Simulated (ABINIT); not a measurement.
# SiC (Moissanite): a self-consistent loop beyond G0W0, cycle by cycle, part 3 of 3

How far does self-consistency move the gap of SiC (Moissanite)?

ABINIT 10.8.3; LDA and many-body steps on it, plane waves. Known limits of the many-body steps: not at the basis limit; coarse k mesh.

So far. Step 10 (evGW, cycle 1): Against G0W0 in ABINIT (3×3×2 mesh, 58 bands, screening to 130.6 eV, Godby-Needs plasmon pole), the gap moves by +0.234 eV. Step 13 (evGW, cycle 2): Against the cycle before, the gap moves by +0.016 eV.

**15. Screening, 3×3×2 mesh, 58 bands, screening to 130.6 eV**

This step: RPA screening on LDA from quasiparticle energies, plane waves, norm-conserving pseudopotentials.

Contents of run.abi:

```
acell 3*1.0 Angstrom
rprim 
  3.075999999976 0.000000000005 0.000000000000
  -1.537999999993 2.663894142018 0.000000000000
  0.000000000000 0.000000000000 5.048000000000
ntypat 2
znucl 14 6
natom 4
typat 1 1 2 2
xred 
  0.333333333333 0.666666666667 0.000000000000
  0.666666666667 0.333333333333 0.500000000000
  0.333333333333 0.666666666667 0.385000000000
  0.666666666667 0.333333333333 0.885000000000
pp_dirpath "pseudos"
pseudos "Si.upf, C.upf"
ecut 37
ngkpt 3 3 2
nshiftk 1
shiftk 0 0 0
kptopt 1
chksymbreak 0
istwfk *1
occopt 1
irdwfk 1
optdriver 3
nband 58
ecuteps 4.8
inclvkb 2
awtr 1
symchi 1
irdqps 1
gwcalctyp 10
nqptdm 5
qptdm 
  0.3333333333 0.0000000000 0.0000000000
  0.3333333333 0.3333333333 0.0000000000
  0.0000000000 0.0000000000 0.5000000000
  0.3333333333 0.0000000000 0.5000000000
  0.3333333333 0.3333333333 0.5000000000
indata_prefix "in"
outdata_prefix "out"
tmpdata_prefix "tmp"
```

Contents of mrgscr.stdin:

```
2
merged
q0_SCR
out_SCR
1
```

On the command line:

```sh
$ OMP_NUM_THREADS=1 mpirun -n 4 abinit run.abi > log; mrgscr < mrgscr.stdin
```

Numbers of over 12 decimals in the logs are rounded to 6 here.

What it wrote:

```text
.Version 10.8.3 of ABINIT. v10.8.2 released Aug 2026.

 Symmetries : space group P6_3 m c (#186); Bravais hP (primitive hexag.)
[... echo of the input left out ...]
== DATASET  1 ==================================================================
-   mpi_nproc: 4, omp_nthreads: 1 (-1 if OMP is not activated)

--- !DatasetInfo
iteration_state: {dtset: 1, }
dimensions: {natom: 4, nkpt: 6, mband: 58, nsppol: 1, nspinor: 1, nspden: 1, mpw: 3018, }
cutoff_energies: {ecut:  37.0, pawecutdg:  -1.0, }
[...]
q-point number  1        q = ( 0.333333, 0.000000, 0.000000) [r.l.u.]
--------------------------------------------------------------------------------
[... chi0 elements left out ...]
  Average fulfillment of the sum rule on Im[epsilon] for q-point    2 :     82.14  [%]

--------------------------------------------------------------------------------
  q-point number  2        q = ( 0.333333, 0.333333, 0.000000) [r.l.u.]
--------------------------------------------------------------------------------
[... chi0 elements left out ...]
  Average fulfillment of the sum rule on Im[epsilon] for q-point    3 :     77.91  [%]

 [... 3 further q-points ...]
```

Wall time 5.3 s (4 MPI ranks of Arm Neoverse N1, shared host); peak memory 0.32 GiB; 21 s of CPU time.

This step gave:

- plasma frequency: 23.09 eV
- plane waves in the screening matrix: 135

This screening reads the quasiparticle levels of the cycle before.

**16. evGW, cycle 3**

This step: evGW on LDA, plane waves, norm-conserving pseudopotentials.

Changes to run.abi since step 15:

```diff
@@ -25,12 +25,10 @@
 irdwfk 1
-optdriver 3
+optdriver 4
 nband 58
-ecuteps 4.8
-inclvkb 2
-awtr 1
-symchi 1
-irdqps 1
 gwcalctyp 10
-nqptdm 5
-qptdm 
+ecutsigx 37
+symsigma 1
+nkptgw 6
+kptgw 
+  0.0000000000 0.0000000000 0.0000000000
   0.3333333333 0.0000000000 0.0000000000
@@ -40,2 +38,13 @@
   0.3333333333 0.3333333333 0.5000000000
+bdgw 
+  1 16
+  1 16
+  1 16
+  1 16
+  1 16
+  1 16
+ecuteps 4.8
+irdscr 1
+ppmodel 1
+irdqps 1
 indata_prefix "in"
```

On the command line:

```sh
$ OMP_NUM_THREADS=1 mpirun -n 4 abinit run.abi > log
```

What it wrote:

```text
.Version 10.8.3 of ABINIT. v10.8.2 released Aug 2026.

 Symmetries : space group P6_3 m c (#186); Bravais hP (primitive hexag.)
[... echo of the input left out ...]
== DATASET  1 ==================================================================
-   mpi_nproc: 4, omp_nthreads: 1 (-1 if OMP is not activated)

--- !DatasetInfo
iteration_state: {dtset: 1, }
dimensions: {natom: 4, nkpt: 6, mband: 58, nsppol: 1, nspinor: 1, nspden: 1, mpw: 3018, }
cutoff_energies: {ecut:  37.0, pawecutdg:  -1.0, }
[...]
.  kptgw no:  4; Maximum DeltaE = (  -0.018   0.008) for band index:  2
.  kptgw no:  5; Maximum DeltaE = (   0.000   0.014) for band index:  1
.  kptgw no:  6; Maximum DeltaE = (   0.001   0.005) for band index:  1

== END DATASET(S) ==============================================================
================================================================================

 -outvars: echo values of variables after computation  --------
           etotal      0.0000000000E+00
            nband          58
             nkpt           6
          spgroup         186
 [... the other variables as echoed above ...]

 Calculation completed.
```

Wall time 27 s (4 MPI ranks); peak memory 0.63 GiB.

This step gave:

```yaml
quasiparticle_gap_on_the_mesh: 3.061 eV
gap_of_the_density_functional_on_the_mesh: 2.222 eV
k_of_the_valence_top: 0, 0, 0
k_of_the_conduction_bottom: 0.3333, 0.3333, 0
least_direct_quasiparticle_gap_on_the_computed_points: 5.564 eV
```

Against the cycle before, the gap moves by +0.002 eV.

**17. Side by side**

Times are wall times on 4 MPI ranks of Arm Neoverse N1, shared host, good to a factor of about two. A run's time includes the screening step that it read.

| run | mesh | bands | screening cutoff (eV) | DFT gap (eV) | gap on the mesh (eV) | direct (eV) | ε∞ used | time |
| --- | --- | --- | --- | --- | --- | --- | --- | --- |
| G0W0 | 3×3×2 | 58 | 130.6 | 2.222 | 2.809 | 5.234 | 8.80 | 13 s |
| evGW0, cycle 1 | 3×3×2 | 58 | 130.6 | 2.222 | 2.927 | 5.441 | 8.80 | 34 s |
| evGW0, cycle 2 | 3×3×2 | 58 | 130.6 | 2.222 | 2.897 | 5.363 | 8.80 | 34 s |
| evGW0, cycle 3 | 3×3×2 | 58 | 130.6 | 2.222 | 2.895 | 5.365 | 8.80 | 35 s |
| evGW, cycle 1 | 3×3×2 | 58 | 130.6 | 2.222 | 3.043 | 5.543 | 7.80 | 37 s |
| evGW, cycle 2 | 3×3×2 | 58 | 130.6 | 2.222 | 3.059 | 5.562 | 7.65 | 37 s |
| evGW, cycle 3 | 3×3×2 | 58 | 130.6 | 2.222 | 3.061 | 5.564 | 7.64 | 37 s |

**18. Summary of results**

```yaml
g0w0: 2.809 eV
evgw0_cycle_1: 2.927 eV
evgw0_cycle_2: 2.897 eV
evgw0_cycle_3: 2.895 eV
evgw_cycle_1: 3.043 eV
evgw_cycle_2: 3.059 eV
evgw_cycle_3: 3.061 eV
known_limits: not at the basis limit; coarse k mesh
```

**Reading.** Only the bands that the input lists are updated; the others, empty or deep, keep the functional's energies or take a rigid shift. The evGW loop starts from the last levels of evGW0, so its cycles and time come on top of those. evGW0 ends at 2.90 eV, +0.09 eV from G0W0, after 3 cycles that took 82 s beside the first screening; the last moved the gap by 0.002 eV. evGW ends at 3.06 eV, +0.25 eV from G0W0, after 3 cycles that took 1.9 min beside the first screening; the last moved the gap by 0.002 eV. The first cycle of evGW0 takes the full correction, without the factor Z, so it overshoots the one-shot value. Against experiment, by evGW, cycle 3: the gap of 3.06 eV lies −0.27 eV from the measured 3.33 eV (kind not stated, quoted 2020). These are gaps on the mesh, at modest bands and cutoff. The calculation has static nuclei and no excitons; a measured gap holds zero-point and thermal motion, which mostly lowers it. Bands and cutoff are finite, so the gap is not at the basis limit. The miss can reach some tenths of an eV and take either sign; the mesh is an error of its own. The 3×3×2 mesh is coarse for this cell, which bears on the long-range parts of exchange and screening. In the updated screening the q = 0 part is built from Kohn-Sham bands under a rigid shift, the other q from the quasiparticle levels.

[Paths, hosts, dates, memory and timing lines, banners, echoed tables and standing remarks are left out of the program output.]

[Logs are printed without paths, hosts, clocks, repeated set-up lines and the standing remarks that a program may print on its own settings, such as how far it seeks lower states.]

[Runs of the session that timed out or met a known fault of the program may be left out.]

[Hosts, paths, dates, database ids (printed as entryN), source tags and the programs' standing remarks are cut or masked in the printed files.]

[G0W0 gaps are taken among the corrected bands and points alone; a level outside them can change the order at an edge.]

[Where Ansatz stands beside ABINIT at settings called matched, ABINIT's density can come from a denser mesh and the files from another edition; pairs whose starting gaps differed by over 0.03 eV were left out, so agreement reads better than it is.]
